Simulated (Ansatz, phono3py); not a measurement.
# Scattering channels in GaN (P6_3mc), one at a time, part 2 of 2

Wanted: the sensitivity of κ of GaN to the choices of the transport step.

What experiment has found for this phase:
- thermal conductivity 210 W/m/K near room temperature (given in “Combining the AFLOW GIBBS and Elastic Libraries to efficiently and robustly screen thermo-mechanical properties of solids”, 2017, arXiv:1611.05714)

Ansatz 0.2.0 and phono3py 4.10.0; DFT LDA, scalar-relativistic, plane waves, PAW (the session's first sound run).

So far, κ at 300 K (W/m/K): step 3 (relaxation-time solution) 242; step 14 (boundary mean free path 1 micrometre) 162; step 16 (solver RTA with coherences (SMM19)) 242; step 17 (delta function Gaussian, sigma 0.03 THz) 236; step 18 (delta function Gaussian, sigma 0.2 THz) 234.

The database entry behind the starting cell differs from later determinations by our own check (about 0.3 % short, ideal inner coordinate), so it need not match the best structure at ambient conditions.

### Step 19. Two-phonon phase space, third order supercell 3×3×2, supercell 3×3×2

The two-phonon density of states counts the channels open to a mode, without matrix elements.

phono3py.yaml reads:

```yaml
phono3py:
  version: "4.10.0"
  frequency_unit_conversion_factor: 15.633302
  symmetry_tolerance: 1.00000e-05

physical_unit:
  atomic_mass: "AMU"
  length: "angstrom"

space_group:
  type: "P6_3mc"
  number: 186
  Hall_symbol: "P 6c -2c"

primitive_matrix:
- [  1.000000000000000,  0.000000000000000,  0.000000000000000 ]
- [  0.000000000000000,  1.000000000000000,  0.000000000000000 ]
- [  0.000000000000000,  0.000000000000000,  1.000000000000000 ]

supercell_matrix:
- [   3,   0,   0 ]
- [   0,   3,   0 ]
- [   0,   0,   2 ]

# [primitive_cell block left out]
unit_cell:
  lattice:
  - [     3.151808454788812,     0.000000000000000,     0.000000000000000 ] # a
  - [    -1.575904227394406,     2.729546189709689,     0.000000000000000 ] # b
  - [     0.000000000000000,     0.000000000000000,     5.138414698700000 ] # c
  points:
  - symbol: Ga # 1
    coordinates: [  0.333333333333333,  0.666666666666667, -0.000703387100000 ]
    mass: 69.723000
    reduced_to: 1
  - symbol: Ga # 2
    coordinates: [  0.666666666666667,  0.333333333333333,  0.499296612900000 ]
    mass: 69.723000
    reduced_to: 2
  - symbol: N # 3
    coordinates: [  0.333333333333333,  0.666666666666667,  0.375703387100000 ]
    mass: 14.007000
    reduced_to: 3
  - symbol: N # 4
    coordinates: [  0.666666666666667,  0.333333333333333,  0.875703387100000 ]
    mass: 14.007000
    reduced_to: 4

# [supercell block left out]
phonon_supercell_matrix:
- [   3,   0,   0 ]
- [   0,   3,   0 ]
- [   0,   0,   2 ]

# [phonon_primitive_cell block left out]
# [phonon_supercell block left out]
nac:
  born_effective_charge:
  - # 1 (Ga)
    - [  2.587536988419629,  0.000000000000000,  0.000000000000000 ]
    - [  0.000000000000000,  2.587536988419629,  0.000000000000000 ]
    - [  0.000000000000000,  0.000000000000000,  2.723649571673839 ]
  - # 2 (Ga)
    - [  2.587536988419629,  0.000000000000000,  0.000000000000000 ]
    - [  0.000000000000000,  2.587536988419629,  0.000000000000000 ]
    - [  0.000000000000000,  0.000000000000000,  2.723649571673839 ]
  - # 3 (N)
    - [ -2.587536988419629,  0.000000000000000,  0.000000000000000 ]
    - [  0.000000000000000, -2.587536988419629,  0.000000000000000 ]
    - [  0.000000000000000,  0.000000000000000, -2.723649571673839 ]
  - # 4 (N)
    - [ -2.587536988419630,  0.000000000000000,  0.000000000000000 ]
    - [  0.000000000000000, -2.587536988419629,  0.000000000000000 ]
    - [  0.000000000000000,  0.000000000000000, -2.723649571673839 ]
  dielectric_constant:
    - [  5.628436089380903,  0.000000000000000,  0.000000000000000 ]
    - [  0.000000000000000,  5.628436089380902,  0.000000000000000 ]
    - [  0.000000000000000,  0.000000000000000,  5.800942814735906 ]
  unit_conversion_factor: 14.399645
```

Command:

```console
phono3py phono3py.yaml --mesh 27 27 15 --jdos --gp 0 --num-freq-points 80
```

It took 0.91 s on 8 threads of Arm Neoverse V1, shared host; peak memory 0.16 GiB.

The joint density of states at Gamma by frequency; read off at these points:

```
frequency (THz)  absorption class (1/THz)  decay class (1/THz)
            0.0                         0                    0
            0.6                      21.1              0.00119
            1.1                      12.8              0.00630
            2.2                      9.74               0.0306
            2.8                      12.5               0.0488
            3.4                      11.7               0.0731
            5.0                      3.73                0.220
            6.2                     0.296                0.526
            7.3                     0.552                0.949
            8.4                      5.39                 1.63
            9.5                      5.37                 3.15
           10.7                      4.68                 4.37
           11.8                      9.23                 4.21
           12.9                      14.3                 3.22
           14.6                      7.08                 5.51
           15.7                      6.73                 4.10
           16.8                      2.64                0.848
           17.9                     0.986                 1.02
           19.1                     0.382                 1.69
           20.2                     0.115                 1.62
           21.3                    0.0167                 3.54
           23.0                         0                 8.21
           24.1                         0                 9.27
           25.2                         0                 9.80
           26.4                         0                 9.91
           27.5                         0                 9.42
           28.6                         0                 4.24
           29.7                         0                 3.50
           31.4                         0                0.117
           32.5                         0               0.0167
           33.6                         0                0.756
           34.8                         0                 2.80
           35.9                         0                 4.42
           37.0                         0                 4.37
           38.1                         0                 6.53
           39.3                         0                 5.77
           40.9                         0                 1.06
           42.1                         0                 1.81
           43.2                         0                0.168
           44.3                         0                    0
```

Distinct peaks of the joint density of states at Gamma (absorption class) stand at 0.6, 2.8 and 12.9 THz; the one at 0.56 THz is strongest.

### Step 20. Without the dipole term, third order supercell 3×3×2, supercell 3×3×2

Dropping the dipole term tests how much its part of the interpolation matters for κ.

phono3py.yaml is that of step 19.

Command:

```console
phono3py phono3py.yaml --mesh 19 19 9 --br --isotope --nonac --ts 100 300 600
```

Run time: 48 s. Hardware: 8 threads; peak memory 0.1 GiB; 6.2 min of CPU time.

Numbers from this step:

- κ at 300 K: 247.8 W/m/K
- κ xx, yy, zz at 300 K: 243.7, 243.7, 256.1 W/m/K

W/m/K. Kappa, by row:

```
T (K)     xx     yy     zz  yz  xz  xy
  100  788.9  788.9  923.5   0   0   0
  300  243.7  243.7  256.1   0   0   0
  600  135.6  135.6    140   0   0   0
```

κ at 300 K goes from 242 to 248 W/(m K). Only the interpolation between the solved wavevectors changes, and the fewer these are, the more it matters.

### Step 21. A changed mass, third order supercell 3×3×2, supercell 3×3×2

Changing one mass at fixed force constants separates the effect of mass from that of bonding.

phono3py.yaml is that of step 20.

Command:

```console
phono3py phono3py.yaml --mesh 19 19 9 --br --mass 87.154 87.154 14.007 14.007 --ts 100 300 600
```

It took 45 s on 8 threads; peak memory 0.1 GiB; 5.8 min of CPU time.

This step gave:

| Item | Value |
| --- | --- |
| κ at 300 K | 374.2 W/m/K |
| κ xx, yy, zz at 300 K | 373, 373, 376.8 W/m/K |

W/m/K. Kappa, by row:

```
T (K)     xx     yy     zz  yz  xz  xy
  100   1306   1306   1380   0   0   0
  300    373    373  376.8   0   0   0
  600  180.8  180.8  181.1   0   0   0
```

Without isotope scattering in either run, κ at 300 K goes from 380 to 374 W/(m K).

### Step 22. Mass disorder, third order supercell 3×3×2, supercell 3×3×2

A typed mass variance takes the place of the natural one on the sites of one element, as a model of more or less disorder.

phono3py.yaml is that of step 21.

Command:

```console
phono3py phono3py.yaml --mesh 19 19 9 --br --isotope --mv 0.0001971 0.0001971 0.001 0.001 --ts 100 150 200 300 400 500 600 800
```

Elapsed: 49 s, on 8 threads; peak memory 0.1 GiB.

Numbers from this step:

```yaml
kappa_at_300_k: 236.2 W/m/K
kappa_xx_yy_zz_at_300_k: 235.4, 235.4, 237.8 W/m/K
```

W/m/K. Kappa, by row:

```
T (K)     xx     yy     zz  yz  xz  xy
  100    774    774  852.5   0   0   0
  150  493.5  493.5  521.4   0   0   0
  200  358.5  358.5  368.9   0   0   0
  300  235.4  235.4  237.8   0   0   0
  400  180.1  180.1  180.7   0   0   0
  500  148.2  148.2  148.1   0   0   0
  600  126.9  126.9  126.6   0   0   0
  800  99.83  99.83  99.12   0   0   0
```

κ at 300 K goes from 242 in the base run to 236 W/(m K).

### Step 23. An input with a fault, third order supercell 3×3×2, supercell 3×3×2

This input was changed on purpose, to see how the program answers.

phono3py.yaml is that of step 22.

Command:

```console
phono3py phono3py.yaml --mesh 11 11 7 --br --ts 1
```

It took 4 s on 8 threads; peak memory 0.09 GiB; 26 s of CPU time.

The run finished. A setting was moved off its sound value on purpose, so it serves as a test and not as the result.

The fault put into the input: 1 K on a mesh that holds no mode populated at that temperature.

### Step 24. Summary of results

| Property | Result |
| --- | --- |
| κ at 300 K, RTA, natural isotopes, mesh 19×19×9 | 242 W/m/K |
| κ at 300 K, RTA, pure, mesh 19×19×9 | 380 W/m/K |
| κ at 300 K, with coherences, mesh 19×19×9 | 242 W/m/K |
| κ at 300 K, no dipole term, mesh 19×19×9 | 248 W/m/K |

On these constants κ of GaN at 300 K is 242 W/(m K) in the base run, by relaxation time; smearing and coherences move that between 234 and 242. The full solution gives 255 W/(m K) (Ansatz's run on the same constants, with coherences). On the same constants and mesh Ansatz's figure, which includes its coherence part, and phono3py's, which doesn't, differ by up to 0.23 %; with phono3py's own coherence part added, which is defined differently, the largest difference is 0.10 %. The last step of the mesh series (21x21x11 to 27x27x15) moves κ at 300 K by +1.3 %, while the coarsest mesh gives 77 % of the densest value. Normal processes make 57 % of the three-phonon scattering at 300 K, weighting modes by their heat capacity. A boundary length of 0.1 µm leaves 27 % of κ at 300 K. A boundary length of 1 µm leaves 67 % of κ at 300 K. Scaling the mass of Ga by 1.25 at fixed force constants, a model exercise, multiplies the isotope-free κ by 0.985. A mass variance of 0.001 on the N sites, typed in place of the natural one, gives 97 % of the base value. A measured thermal conductivity near room temperature is 210 W/m/K (arXiv:1611.05714); the calculated 255 W/m/K differs by +22 %. Four-phonon, defect and boundary scattering, which are left out, would lower the calculated value; thermal expansion is left out too.

[Logs are printed without paths, hosts, clocks, repeated set-up lines and the standing remarks that a program may print on its own settings, such as how far it seeks lower states.]

[Hosts, paths, dates, database ids (printed as entryN), source tags and the programs' standing remarks are cut or masked in the printed files.]

[A step with changed settings may run another functional than the one named; its input shows which.]
